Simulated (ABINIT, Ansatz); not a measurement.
Computed results, one entry a study.

```
How the form of the self-energy moves the gap of ScHO2 (P6_3/mmc)
1.0
     3.23353    0.00000    0.00000
    -1.61677    2.80032    0.00000
     0.00000    0.00000    9.06213
Sc H O
2 2 4
Direct
  0.00000 0.00000 0.50000
  0.00000 0.00000 0.00000
  0.66667 0.33333 0.75000
  0.33333 0.66667 0.25000
  0.66667 0.33333 0.61559
  0.66667 0.33333 0.88441
  0.33333 0.66667 0.11559
  0.33333 0.66667 0.38441
# method: RPA screening on PBEsol, plane waves, norm-conserving pseudopotentials (and 4 further levels or steps)
# program: ABINIT 10.8.3
# settings: cutoff 36 Ha, PseudoDojo scalar-relativistic 0.4.1 standard, norm-conserving, ngkpt (3, 3, 1), nband 78, ecuteps 4.2 Ha, gwcalctyp 2, nfreqre 16, nfreqim 8, inclvkb 2, freqremax 40 eV, spmeth 1, nomegasf 120, shiftk (0, 0, 0), symchi 1, awtr 1, frequency cd, 3×3×1 k-mesh
# cost: 9 runs, 1.9 min in all on 4 MPI ranks of Arm Neoverse V1, shared host
# notes: The program’s warnings: Min real frequency set to default [Ha] = and nproc spkpt=  >= nkpt= * nsppol=. The cell and positions are those that the Materials Project relaxed with its own functionals (PBE, PBE+U or r2SCAN), kept fixed. Static COHSEX lies above G0W0: it lacks the factor Z and overstates the Coulomb hole of the filled states. The 3×3×1 mesh is coarse for this cell, which bears on the long-range parts of exchange and screening.
# G0W0, Godby-Needs plasmon pole: 6.676 eV
# G0W0, Hybertsen-Louie plasmon pole: 7.144 eV
# G0W0, Engel-Farid plasmon pole: 6.751 eV
# one-shot COHSEX: 7.327 eV
# one-shot Hartree-Fock: 16.574 eV
# G0W0, contour deformation: 6.664 eV
# known limits: short of the basis limit; coarse k mesh
```

[Long decimals in the printed logs are rounded to 6 places.]

[Logs are printed without paths, hosts, clocks, repeated set-up lines and the standing remarks that a program may print on its own settings, such as how far it seeks lower states.]

[Paths, hosts, dates, memory and timing lines, banners, echoed tables and standing remarks are left out of the program output; an Ansatz launch command may be rebuilt from the run's recorded settings. Measured values are a selection of at most five: reports struck by readers or far from the other reports are left out. None is set beside runs whose start may be inverted or whose files or cutoffs have a known fault.]

[Runs of the session that timed out or met a known fault of the program may be left out.]

[Hosts, paths, dates, database ids (printed as entryN), source tags and the programs' standing remarks are cut or masked in the printed files.]

[G0W0 gaps are taken among the corrected bands and points alone; a level outside them can change the order at an edge.]

[Where Ansatz stands beside ABINIT at settings called matched, ABINIT's density can come from a denser mesh and the files from another edition; pairs whose starting gaps differed by over 0.03 eV were left out, so agreement reads better than it is.]
